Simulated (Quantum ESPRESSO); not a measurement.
# Moments of K2NiO2 from a parallel start, part 2 of 2

Wanted: the size of the moments of K2NiO2 in the parallel state.

Quantum ESPRESSO 7.5; PBEsol with U = 3.6 eV on Ni d (ortho-atomic projectors); plane waves with GBRV 1.5 PBEsol potentials, no spin-orbit coupling.

So far, absolute magnetization (μB): step 2 (start 1: ferro +) 2.29.

**4. The states side by side**

An order is kept where moments of 0.15 μB or more survive with the typed signs; meshes match where a doubled cell samples the same k points as the first cell.

Orders:

| start | final state | typed order kept | energy over the lowest (meV a seeded atom) | largest site moment (μB) | net moment (μB a cell of the first run) | mesh matched | CPU time (s) |
| --- | --- | --- | --- | --- | --- | --- | --- |
| ferro + | ferromagnetic | yes | 0 | 1.316 | 2 | yes | 909.3 |
| no spin polarisation | non-magnetic | - | 1231 | 0 | 0 | yes | 601.9 |

**5. The lowest state again, with its states saved**

pw.in reads:

```
&CONTROL
  calculation = 'scf'
  prefix = 'pwscf'
  outdir = './tmp'
  pseudo_dir = './pseudo'
  disk_io = 'low'
  tprnfor = .true.
  tstress = .true.
/
&SYSTEM
  ibrav = 0
  celldm(1) = 8
  nat = 5
  ntyp = 3
  ecutwfc = 40
  ecutrho = 280
  nbnd = 38
  occupations = 'smearing'
  smearing = 'fd'
  degauss = 0.00367493
  nspin = 2
  starting_magnetization(1) = 0
  starting_magnetization(2) = 0.1111
  starting_magnetization(3) = 0
/
&ELECTRONS
  conv_thr = 1d-08
  electron_maxstep = 150
  mixing_beta = 0.3
/
ATOMIC_SPECIES
K      39.0983 k_pbesol_v1.4.uspp.F.UPF
Ni     58.6934 ni_pbesol_v1.4.uspp.F.UPF
O      15.9990 o_pbesol_v1.2.uspp.F.UPF
CELL_PARAMETERS alat
  -0.4668568390888    0.4668568390888    1.5163162423997
   0.4668568390888   -0.4668568390888    1.5163162423997
   0.4668568390888    0.4668568390888   -1.5163162423997
ATOMIC_POSITIONS crystal
K       0.6574000000    0.6574000000    0.0000000000
K       0.3426000000    0.3426000000    0.0000000000
Ni      0.0000000000    0.0000000000    0.0000000000
O       0.8686000000    0.8686000000    0.0000000000
O       0.1314000000    0.1314000000    0.0000000000
K_POINTS automatic
8 8 8 0 0 0
HUBBARD {ortho-atomic}
U Ni-3d 3.6000
```

The run is started by

```console
OMP_NUM_THREADS=1 mpirun -n 4 pw.x -nk 4 -in pw.in > pw.out
```

Output:

```text
     [... lines left out ...]
Program PWSCF v.7.5 starts
     [... lines left out ...]
     number of atoms/cell      =            5
     [... lines left out ...]
     number of electrons       =        48.00
     number of Kohn-Sham states=           38
     kinetic-energy cutoff     =      40.0000  Ry
     charge density cutoff     =     280.0000  Ry
     scf convergence threshold =      1.0E-08
     [... lines left out ...]
     16 Sym. Ops., with inversion, found
     [... lines left out ...]
     number of k points=    59  Fermi-Dirac smearing, width (Ry)=  0.0037
     [... lines left out ...]
     iteration # 16     ecut=    40.00 Ry     beta= 0.30
     [... lines left out ...]
     Magnetic moment per site  (integrated on atomic sphere of radius R)
     atom   1 (R=0.264)  charge=  7.4962  magn=  0.0021
     atom   2 (R=0.264)  charge=  7.4962  magn=  0.0021
     atom   3 (R=0.164)  charge= 14.5005  magn=  1.3162
     atom   4 (R=0.164)  charge=  4.5897  magn=  0.2593
     atom   5 (R=0.164)  charge=  4.5897  magn=  0.2593
     [... lines left out ...]
     Tr[ns(  3)] (up, down, total) =   4.84042  3.44693  8.28735
     [... lines left out ...]
     the Fermi energy is     5.1998 ev
!    total energy              =    -521.39214983 Ry
     estimated scf accuracy    <          5.3E-09 Ry
     smearing contrib. (-TS)   =      -0.00000000 Ry
     [... lines left out ...]
     total magnetization       =     2.00 Bohr mag/cell
     absolute magnetization    =     2.29 Bohr mag/cell
     convergence has been achieved in  16 iterations
     [... lines left out ...]
     Total force =     0.029516     Total SCF correction =     0.000098
     [... lines left out ...]
          total   stress  (Ry/bohr**3)                   (kbar)     P=      -18.10
     [... lines left out ...]
```

Elapsed: 6.3 min, on 4 MPI ranks of Intel Xeon Platinum 8175M at 2.50GHz (Skylake/Cascade Lake), shared host; peak memory 1 GiB; 25 min of CPU time.

This step gave:

```
smearing term TS       : 1.83e-8 eV
pressure               : -1.810 GPa
magnetization          : 2 μB
absolute magnetization : 2.285 μB
final state            : ferromagnetic
largest moment         : 1.316 μB
```

**6. Projections on atomic orbitals**

projwfc.x projects the saved states on orthogonalised atomic orbitals of the pseudopotential files.

Output:

```text
[banner, memory and clock lines left out]
Program PROJWFC v.7.5 starts

     [... lines left out ...]
     IMPORTANT: XC functional enforced from input :
     Exchange-correlation= PBESOL
                           (   1   4  10   8   0   0   0)
     Any further DFT definition will be discarded
     Please, verify this is what you really want

     G-vector sticks info

     Check: negative core charge=   -0.000005

     Gaussian broadening (read from input): ngauss,degauss=   0    0.010000

     Calling projwave ....

  Problem Sizes
  natomwfc =           37
  nbnd     =           38
  nkstot   =          118
  npwx     =         2928
  nkb      =           80

     Atomic states used for projection
     (read from pseudopotential files):

     state #   1: atom   1 (K  ), wfc  1 (l=0 m= 1)
     state #   2: atom   1 (K  ), wfc  2 (l=1 m= 1)
     state #   3: atom   1 (K  ), wfc  2 (l=1 m= 2)
     state #   4: atom   1 (K  ), wfc  2 (l=1 m= 3)
     state #   5: atom   1 (K  ), wfc  3 (l=0 m= 1)
     state #   6: atom   1 (K  ), wfc  4 (l=1 m= 1)
     state #   7: atom   1 (K  ), wfc  4 (l=1 m= 2)
     state #   8: atom   1 (K  ), wfc  4 (l=1 m= 3)
     state #   9: atom   2 (K  ), wfc  1 (l=0 m= 1)
     state #  10: atom   2 (K  ), wfc  2 (l=1 m= 1)
     state #  11: atom   2 (K  ), wfc  2 (l=1 m= 2)
     state #  12: atom   2 (K  ), wfc  2 (l=1 m= 3)
     state #  13: atom   2 (K  ), wfc  3 (l=0 m= 1)
     state #  14: atom   2 (K  ), wfc  4 (l=1 m= 1)
     state #  15: atom   2 (K  ), wfc  4 (l=1 m= 2)
     state #  16: atom   2 (K  ), wfc  4 (l=1 m= 3)
     state #  17: atom   3 (Ni ), wfc  1 (l=0 m= 1)
     state #  18: atom   3 (Ni ), wfc  2 (l=1 m= 1)
     state #  19: atom   3 (Ni ), wfc  2 (l=1 m= 2)
     state #  20: atom   3 (Ni ), wfc  2 (l=1 m= 3)
     state #  21: atom   3 (Ni ), wfc  3 (l=2 m= 1)
     state #  22: atom   3 (Ni ), wfc  3 (l=2 m= 2)
     state #  23: atom   3 (Ni ), wfc  3 (l=2 m= 3)
     state #  24: atom   3 (Ni ), wfc  3 (l=2 m= 4)
     state #  25: atom   3 (Ni ), wfc  3 (l=2 m= 5)
     state #  26: atom   3 (Ni ), wfc  4 (l=0 m= 1)
     state #  27: atom   3 (Ni ), wfc  5 (l=1 m= 1)
     state #  28: atom   3 (Ni ), wfc  5 (l=1 m= 2)
     state #  29: atom   3 (Ni ), wfc  5 (l=1 m= 3)
     state #  30: atom   4 (O  ), wfc  1 (l=0 m= 1)
     state #  31: atom   4 (O  ), wfc  2 (l=1 m= 1)
     state #  32: atom   4 (O  ), wfc  2 (l=1 m= 2)
     state #  33: atom   4 (O  ), wfc  2 (l=1 m= 3)
     state #  34: atom   5 (O  ), wfc  1 (l=0 m= 1)
     state #  35: atom   5 (O  ), wfc  2 (l=1 m= 1)
     state #  36: atom   5 (O  ), wfc  2 (l=1 m= 2)
     state #  37: atom   5 (O  ), wfc  2 (l=1 m= 3)

 [... projections of the bands left out ...]

Lowdin Charges:

     Atom #   1: total charge =   8.5315, s =  2.0323, p =  6.4992, d =  0.0000,
                 spin up      =   4.2551, s =  1.0137,
                 spin up      =   4.2551, p =  3.2414, pz=  1.0859, px=  1.0778, py=  1.0778,
                 spin up      =   4.2551, d =  0.0000, dz2=  0.0000, dxz=  0.0000, dyz=  0.0000, dx2-y2=  0.0000, dxy=  0.0000,
                 spin down    =   4.2763, s =  1.0186,
                 spin down    =   4.2763, p =  3.2577, pz=  1.0967, px=  1.0805, py=  1.0805,
                 spin down    =   4.2763, d =  0.0000, dz2=  0.0000, dxz=  0.0000, dyz=  0.0000, dx2-y2=  0.0000, dxy=  0.0000,
                 polarization =  -0.0212, s = -0.0049, p = -0.0163, d =  0.0000,
     Atom #   2: total charge =   8.5315, s =  2.0323, p =  6.4992, d =  0.0000,
                 spin up      =   4.2551, s =  1.0137,
                 spin up      =   4.2551, p =  3.2414, pz=  1.0859, px=  1.0778, py=  1.0778,
                 spin up      =   4.2551, d =  0.0000, dz2=  0.0000, dxz=  0.0000, dyz=  0.0000, dx2-y2=  0.0000, dxy=  0.0000,
                 spin down    =   4.2763, s =  1.0186,
                 spin down    =   4.2763, p =  3.2577, pz=  1.0967, px=  1.0805, py=  1.0805,
                 spin down    =   4.2763, d =  0.0000, dz2=  0.0000, dxz=  0.0000, dyz=  0.0000, dx2-y2=  0.0000, dxy=  0.0000,
                 polarization =  -0.0212, s = -0.0049, p = -0.0163, d =  0.0000,
     Atom #   3: total charge =  17.7288, s =  2.5882, p =  6.8533, d =  8.2873,
                 spin up      =   9.5321, s =  1.2843,
                 spin up      =   9.5321, p =  3.4074, pz=  1.2113, px=  1.0980, py=  1.0980,
                 spin up      =   9.5321, d =  4.8404, dz2=  0.8663, dxz=  0.9971, dyz=  0.9971, dx2-y2=  0.9905, dxy=  0.9896,
                 spin down    =   8.1967, s =  1.3039,
                 spin down    =   8.1967, p =  3.4459, pz=  1.2146, px=  1.1157, py=  1.1157,
                 spin down    =   8.1967, d =  3.4469, dz2=  0.8044, dxz=  0.3386, dyz=  0.3386, dx2-y2=  0.9834, dxy=  0.9819,
                 polarization =   1.3353, s = -0.0196, p = -0.0385, d =  1.3935,
     Atom #   4: total charge =   6.5193, s =  1.6627, p =  4.8566, d =  0.0000,
                 spin up      =   3.4398, s =  0.8332,
                 spin up      =   3.4398, p =  2.6065, pz=  0.8027, px=  0.9019, py=  0.9019,
                 spin up      =   3.4398, d =  0.0000, dz2=  0.0000, dxz=  0.0000, dyz=  0.0000, dx2-y2=  0.0000, dxy=  0.0000,
                 spin down    =   3.0795, s =  0.8295,
                 spin down    =   3.0795, p =  2.2500, pz=  0.7966, px=  0.7267, py=  0.7267,
                 spin down    =   3.0795, d =  0.0000, dz2=  0.0000, dxz=  0.0000, dyz=  0.0000, dx2-y2=  0.0000, dxy=  0.0000,
                 polarization =   0.3602, s =  0.0037, p =  0.3565, d =  0.0000,
     Atom #   5: total charge =   6.5193, s =  1.6627, p =  4.8566, d =  0.0000,
                 spin up      =   3.4398, s =  0.8332,
                 spin up      =   3.4398, p =  2.6065, pz=  0.8027, px=  0.9019, py=  0.9019,
                 spin up      =   3.4398, d =  0.0000, dz2=  0.0000, dxz=  0.0000, dyz=  0.0000, dx2-y2=  0.0000, dxy=  0.0000,
                 spin down    =   3.0795, s =  0.8295,
                 spin down    =   3.0795, p =  2.2500, pz=  0.7966, px=  0.7267, py=  0.7267,
                 spin down    =   3.0795, d =  0.0000, dz2=  0.0000, dxz=  0.0000, dyz=  0.0000, dx2-y2=  0.0000, dxy=  0.0000,
                 polarization =   0.3602, s =  0.0037, p =  0.3565, d =  0.0000,
     Spilling Parameter:   0.0035
```

Wall time 5.8 s (4 MPI ranks); peak memory 0.36 GiB; 22 s of CPU time.

| atom | moment in the sphere (μB) | Löwdin moment (μB) | Löwdin charge (e) |
| --- | --- | --- | --- |
| K1 | 0.002 | -0.021 | 8.531 |
| K2 | 0.002 | -0.021 | 8.531 |
| Ni3 | 1.316 | 1.335 | 17.729 |
| O4 | 0.259 | 0.360 | 6.519 |
| O5 | 0.259 | 0.360 | 6.519 |

**7. Occupations of the corrected shells in the lowest state**

Occupations of the Hubbard shells:

| block | type | shell | spin | electrons | occupation numbers |
| --- | --- | --- | --- | --- | --- |
| 3 | Ni | 3d | up | 4.84 | 0.866 0.990 0.990 0.997 0.997 |
| 3 | Ni | 3d | down | 3.447 | 0.339 0.339 0.804 0.982 0.983 |

**8. What came out**

| Property | Result |
| --- | --- |
| state found | ferromagnetic (from ferro +) |
| largest site moment | 1.32 μB |
| state without moments (under the same U) | 1231 meV a seeded atom higher |

In words: Under a U the spinless run pays the Hubbard penalty of a partly filled shell, so its energy overstates what forming the moments gains. The largest moment reads 1.32 μB in the sphere and 1.34 μB by Löwdin projection; a site moment hangs on how space is shared out. No opposed start was run, so this says nothing of the order that the crystal takes. In another run degenerate orbitals of a corrected shell are partly filled, so under the U its energy may be too high.

[Logs and program files are shortened in this print: banners, set-up blocks, solver, clock and traceback lines can be left out without a mark of their own.]

[Logs are printed without paths, hosts, clocks, repeated set-up lines and the standing remarks that a program may print on its own settings, such as how far it seeks lower states.]

[Hosts, paths, dates, database ids (printed as entryN), source tags and the programs' standing remarks are cut or masked in the printed files.]

[Where a cell is said to come from a database of computed structures, the database is the Materials Project.]
